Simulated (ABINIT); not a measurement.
# Cl (Cmce): G0W0 with ABINIT, start to end

Wanted: ground state, empty states, screening and self-energy for Cl (Cmce).

Calculated with ABINIT 10.8.3; PBE and many-body steps on it, plane waves.

## 1. The structure

The structure is orthorhombic, space group Cmce (No. 64). The conventional cell has a = 6.290 Å, b = 4.500 Å, c = 8.210 Å, α = 90.00°, β = 90.00°, γ = 90.00°. Nearest to Cl lie 1 Cl at 2.02 Å.

The cell and positions come from the Crystallography Open Database and are kept as given unless a step says otherwise.

## 2. Ground state

This step: ABINIT 10.8.3; DFT, PBE, plane waves, norm-conserving pseudopotentials.

The ground-state density comes first.

Contents of run.abi:

```
acell 3*1.0 Angstrom
rprim 
  3.145000000000 -2.250000000000 0.000000000000
  3.145000000000 2.250000000000 0.000000000000
  0.000000000000 0.000000000000 8.210000000000
ntypat 1
znucl 17
natom 4
typat 1 1 1 1
xred 
  0.870000000000 0.130000000000 0.100000000000
  0.630000000000 0.370000000000 0.600000000000
  0.130000000000 0.870000000000 0.900000000000
  0.370000000000 0.630000000000 0.400000000000
pp_dirpath "pseudos"
pseudos "Cl.upf"
ecut 25
ngkpt 6 6 4
nshiftk 1
shiftk 0 0 0
kptopt 1
chksymbreak 0
nband 20
occopt 1
tolvrs 1e-10
nstep 60
prtwf 0
indata_prefix "in"
outdata_prefix "out"
tmpdata_prefix "tmp"
```

Started as:

```sh
OMP_NUM_THREADS=1 mpirun -n 8 abinit run.abi > log
```

Numbers of over 12 decimals in the logs are rounded to 6 here.

The program printed:

```text
.Version 10.8.3 of ABINIT. v10.8.2 released Aug 2026.

 Symmetries : space group Cm c a (# 64); Bravais oC (1-face-center ortho.)
================================================================================
 Values of the parameters that define the memory need of the present run
     intxc =       0    ionmov =       0      iscf =       7    lmnmax =       6
     lnmax =       6     mgfft =      72  mpssoang =       3    mqgrid =    3493
     natom =       4  nloc_mem =       1    nspden =       1   nspinor =       1
    nsppol =       1      nsym =       8    n1xccc =    2501    ntypat =       1
    occopt =       1   xclevel =       2
-    mband =          20        mffmem =           1         mkmem =           5
       mpw =        4710          nfft =       93312          nkpt =          39
================================================================================
  Rough estimation (10% accuracy) of disk space for files :
================================================================================

--------------------------------------------------------------------------------
------------- Echo of variables that govern the present computation ------------
--------------------------------------------------------------------------------
 -outvars: echo values of preprocessed input variables --------
            acell      1.8897261259E+00  1.8897261259E+00  1.8897261259E+00 Bohr

      chksymbreak           0
             ecut      2.50000000E+01 Hartree
-          fftalg         312

              ixc     -101130
              kpt      0.00000000E+00  0.00000000E+00  0.00000000E+00
                       1.66666667E-01  0.00000000E+00  0.00000000E+00
                       3.33333333E-01  0.00000000E+00  0.00000000E+00
                       5.00000000E-01  0.00000000E+00  0.00000000E+00
                       1.66666667E-01  1.66666667E-01  0.00000000E+00
                       3.33333333E-01  1.66666667E-01  0.00000000E+00
                       5.00000000E-01  1.66666667E-01  0.00000000E+00
                      -3.33333333E-01  1.66666667E-01  0.00000000E+00
                      -1.66666667E-01  1.66666667E-01  0.00000000E+00
   [... 28 further rows ...]
                      -3.33333333E-01  3.33333333E-01  5.00000000E-01
                       5.00000000E-01  5.00000000E-01  5.00000000E-01
         kptrlatt        6    0    0      0    6    0      0    0    4
          kptrlen      4.38451851E+01
P           mkmem           5
            natom           4
            nband          20
            ngfft          36      36      72
             nkpt          39
            nstep          60
             nsym           8
           ntypat           1
              occ      2.000000  2.000000  2.000000  2.000000  2.000000  2.000000
                       2.000000  2.000000  2.000000  2.000000  2.000000  2.000000
                       2.000000  2.000000  0.000000  0.000000  0.000000  0.000000
                       0.000000  0.000000
            prtwf           0
            rprim      3.1450000000E+00 -2.2500000000E+00  0.0000000000E+00
[...]
spgroup          64

           tolvrs      1.00000000E-10

             xred      8.7000000000E-01  1.3000000000E-01  1.0000000000E-01
[...]
znucl       17.00000

================================================================================

 chkinp: Checking input parameters for consistency.

================================================================================
== DATASET  1 ==================================================================
-   mpi_nproc: 8, omp_nthreads: 1 (-1 if OMP is not activated)

--- !DatasetInfo
iteration_state: {dtset: 1, }
dimensions: {natom: 4, nkpt: 39, mband: 20, nsppol: 1, nspinor: 1, nspden: 1, mpw: 4710, }
cutoff_energies: {ecut:  25.0, pawecutdg:  -1.0, }
electrons: {nelect:   2.80000000E+01, charge:   0.00000000E+00, occopt:   1.00000000E+00, tsmear:   1.00000000E-02, }

 Real(R)+Recip(G) space primitive vectors, cartesian coordinates (Bohr,Bohr^-1):
 R(1)=  5.9431887 -4.2518838  0.0000000  G(1)=  0.0841299 -0.1175949  0.0000000
 R(2)=  5.9431887  4.2518838  0.0000000  G(2)=  0.0841299  0.1175949  0.0000000
 R(3)=  0.0000000  0.0000000 15.5146515  G(3)=  0.0000000  0.0000000  0.0644552
 Unit cell volume ucvol=  7.8410265E+02 bohr^3
 Angles (23,13,12)=  9.00000000E+01  9.00000000E+01  7.11614758E+01 degrees

 getcut: wavevector=  0.0000  0.0000  0.0000  ngfft=  36  36  72
         ecut(hartree)=     25.000   => boxcut(ratio)=   2.06184

--- Pseudopotential description ------------------------------------------------
- Cl Generated using ONCVPSP code by D. R. Hamann
- 17.00000   7.00000  171031                  znucl, zion, pspdat
12 -101130 2 -1 1028                          pspcod,pspxc,lmax,lloc,mmax
     nproj     2     2     2
  pspatm : epsatm=    9.12776517
         --- l  ekb(1:nproj) -->
[...]
pspatm: atomic psp has been read  and splines computed

   1.02230970E+03                                ecore*ucvol(ha*bohr**3)
--------------------------------------------------------------------------------

_setup2: Arith. and geom. avg. npw (full set) are    4682.410    4682.398

================================================================================

--- !BeginCycle
iteration_state: {dtset: 1, }
solver: {iscf: 7, nstep: 60, nline: 4, wfoptalg: 0, }
tolerances: {tolvrs: 1.00E-10, }

     iter   Etot(hartree)      deltaE(h)  residm     vres2
 ETOT  1  -65.563016520983    -6.556E+01 3.387E-02 2.238E+01
 ETOT  2  -65.589223611204    -2.621E-02 7.050E-03 1.956E+00
 ETOT  3  -65.589587263899    -3.637E-04 4.864E-03 1.545E-01
 ETOT  4  -65.589621889147    -3.463E-05 2.148E-03 4.225E-02
 ETOT  5  -65.589627101151    -5.212E-06 9.614E-04 1.292E-03
 ETOT  6  -65.589627199638    -9.849E-08 2.168E-03 7.950E-05
 ETOT  7  -65.589627205584    -5.946E-09 6.894E-04 1.991E-06
 ETOT  8  -65.589627205739    -1.545E-10 6.133E-04 2.591E-07
 ETOT  9  -65.589627205778    -3.976E-11 3.831E-04 4.428E-09
 ETOT 10  -65.589627205781    -2.217E-12 2.141E-04 2.506E-10
 ETOT 11  -65.589627205780     9.095E-13 1.255E-04 5.578E-12

 At SCF step   11       vres2   =  5.58E-12 < tolvrs=  1.00E-10 =>converged.

 Cartesian components of stress tensor (hartree/bohr^3)
  sigma(1 1)= -3.77370841E-05  sigma(3 2)=  0.00000000E+00
  sigma(2 2)= -9.03805549E-06  sigma(3 1)=  0.00000000E+00
  sigma(3 3)= -2.47279904E-06  sigma(2 1)=  0.00000000E+00

--- !ResultsGS
iteration_state: {dtset: 1, }
comment   : Summary of ground state results
lattice_vectors:
- [  5.9431887,  -4.2518838,   0.0000000, ]
- [  5.9431887,   4.2518838,   0.0000000, ]
- [  0.0000000,   0.0000000,  15.5146515, ]
lattice_lengths: [   7.30753,    7.30753,   15.51465, ]
lattice_angles: [ 90.000,  90.000,  71.161, ] # degrees, (23, 13, 12)
lattice_volume:   7.8410265E+02
convergence: {deltae:  9.095E-13, res2:  5.578E-12, residm:  1.255E-04, diffor: null, }
etotal    :  -6.55896272E+01
entropy   :   0.00000000E+00
fermie    :  -3.02756789E-02
cartesian_stress_tensor: # hartree/bohr^3
- [ -3.77370841E-05,   0.00000000E+00,   0.00000000E+00, ]
- [  0.00000000E+00,  -9.03805549E-06,   0.00000000E+00, ]
- [  0.00000000E+00,   0.00000000E+00,  -2.47279904E-06, ]
pressure_GPa:   4.8297E-01
xred      :
- [  8.7000E-01,   1.3000E-01,   1.0000E-01, Cl]
- [  6.3000E-01,   3.7000E-01,   6.0000E-01, Cl]
- [  1.3000E-01,   8.7000E-01,   9.0000E-01, Cl]
- [  3.7000E-01,   6.3000E-01,   4.0000E-01, Cl]
cartesian_forces: # hartree/bohr
- [ -2.39286867E-20,  -1.24535578E-03,   1.35641899E-03, ]
- [  2.39286867E-20,   1.24535578E-03,   1.35641899E-03, ]
- [  2.39286867E-20,   1.24535578E-03,  -1.35641899E-03, ]
- [ -2.39286867E-20,  -1.24535578E-03,  -1.35641899E-03, ]
force_length_stats: {min:   1.84140802E-03, max:   1.84140802E-03, mean:   1.84140802E-03, }

 Integrated electronic density in atomic spheres:
 ------------------------------------------------
 Atom  Sphere_radius  Integrated_density
[...]
4        2.00000          4.99274342
================================================================================

 ----iterations are completed or convergence reached----

 Mean square residual over all n,k,spin=   23.421E-08; max=  12.545E-05
 reduced coordinates (array xred) for    4 atoms
       0.870000000000      0.130000000000      0.100000000000
       0.630000000000      0.370000000000      0.600000000000
       0.130000000000      0.870000000000      0.900000000000
       0.370000000000      0.630000000000      0.400000000000
 rms dE/dt=  1.2896E-02; max dE/dt=  2.1044E-02; dE/dt below (all hartree)
    1      -0.005295108055      0.005295108055     -0.021044367880
    2       0.005295108055     -0.005295108055     -0.021044367880
    3       0.005295108055     -0.005295108055      0.021044367880
    4      -0.005295108055      0.005295108055      0.021044367880

 cartesian coordinates (angstrom) at end:
    1      3.145000    -1.665000     0.821000
    2      3.145000    -0.585000     4.926000
    3      3.145000     1.665000     7.389000
    4      3.145000     0.585000     3.284000

 cartesian forces (hartree/bohr) at end:
    1     -0.000000    -0.00124536     0.00135642
    2      0.000000     0.00124536     0.00135642
    3      0.000000     0.00124536    -0.00135642
    4     -0.000000    -0.00124536    -0.00135642
 frms,max,avg= 1.0631374E-03 1.3564190E-03   0.000E+00  0.000E+00  0.000E+00 h/b

 cartesian forces (eV/Angstrom) at end:
    1     -0.000000    -0.064039     0.069750
    2      0.000000     0.064039     0.069750
    3      0.000000     0.064039    -0.069750
    4     -0.000000    -0.064039    -0.069750
 frms,max,avg= 5.4668724E-02 6.9749869E-02   0.000E+00  0.000E+00  0.000E+00 e/A
 length scales=  1.889726125908  1.889726125908  1.889726125908 bohr
              =  1.000000000000  1.000000000000  1.000000000000 angstroms
 prteigrs : about to open file out_EIG
 Fermi (or HOMO) energy (hartree) =  -0.03028   Average Vxc (hartree)=  -0.28844
 Eigenvalues (hartree) for nkpt=  39  k points:
 kpt#   1, nband= 20, wtk=  0.00694, kpt=  0.0000  0.0000  0.0000 (reduced coord)
  -0.64091   -0.63353   -0.49406   -0.47435   -0.22600   -0.19657   -0.12661   -0.12203
  -0.10941   -0.10909   -0.05601   -0.04507   -0.03565   -0.03234    0.06046    0.08112
   0.22390    0.24601    0.29106    0.33966
 prteigrs : prtvol=0 or 1, do not print more k-points.

--- !EnergyTerms
iteration_state     : {dtset: 1, }
comment             : Components of total free energy in Hartree
kinetic             :  2.21312281786970E+01
hartree             :  1.26113106288632E+01
xc                  : -1.77898133417971E+01
Ewald energy        : -4.52935173226236E+01
psp_core            :  1.30379574154858E+00
local_psp           : -4.74110710612954E+01
non_local_psp       :  8.85843997082754E+00
total_energy        : -6.55896272057798E+01
total_energy_eV     : -1.78478467962638E+03
band_energy         : -6.75520836384941E+00

 Cartesian components of stress tensor (hartree/bohr^3)
  sigma(1 1)= -3.77370841E-05  sigma(3 2)=  0.00000000E+00
  sigma(2 2)= -9.03805549E-06  sigma(3 1)=  0.00000000E+00
  sigma(3 3)= -2.47279904E-06  sigma(2 1)=  0.00000000E+00

-Cartesian components of stress tensor (GPa)         [Pressure=  4.8297E-01 GPa]
- sigma(1 1)= -1.11026335E+00  sigma(3 2)=  0.00000000E+00
- sigma(2 2)= -2.65908773E-01  sigma(3 1)=  0.00000000E+00
- sigma(3 3)= -7.27522594E-02  sigma(2 1)=  0.00000000E+00

== END DATASET(S) ==============================================================
================================================================================

 -outvars: echo values of variables after computation  --------
           etotal     -6.5589627206E+01
            nband          20
             nkpt          39
          spgroup          64
 [... the other variables as echoed above ...]

 Calculation completed.
```

It took 15 s on 8 MPI ranks of Arm Neoverse V2, shared host; peak memory 0.65 GiB; 1.9 min of CPU time.

This step gave:

```
total energy               : -1784.7847 eV
gap                        : 2.469 eV
k of the valence top       : 0.5, 0.5, 0
k of the conduction bottom : 0, 0, 0
least direct gap           : 2.525 eV
pressure                   : 0.4830 GPa
```

The gap is indirect, with the least direct gap 0.06 eV higher.

The cutoff was set for levels, not for stress, so the pressure can be off by some GPa.

(Continued in part 2 of 3.)

[Paths, hosts, dates, memory and timing lines, banners, echoed tables and standing remarks are left out of the program output.]

[Logs are printed without paths, hosts, clocks, repeated set-up lines and the standing remarks that a program may print on its own settings, such as how far it seeks lower states.]

[Runs of the session that timed out or met a known fault of the program may be left out.]

[Hosts, paths, dates, database ids (printed as entryN), source tags and the programs' standing remarks are cut or masked in the printed files.]

[G0W0 gaps are taken among the corrected bands and points alone; a level outside them can change the order at an edge.]

[Where Ansatz stands beside ABINIT at settings called matched, ABINIT's density can come from a denser mesh and the files from another edition; pairs whose starting gaps differed by over 0.03 eV were left out, so agreement reads better than it is.]
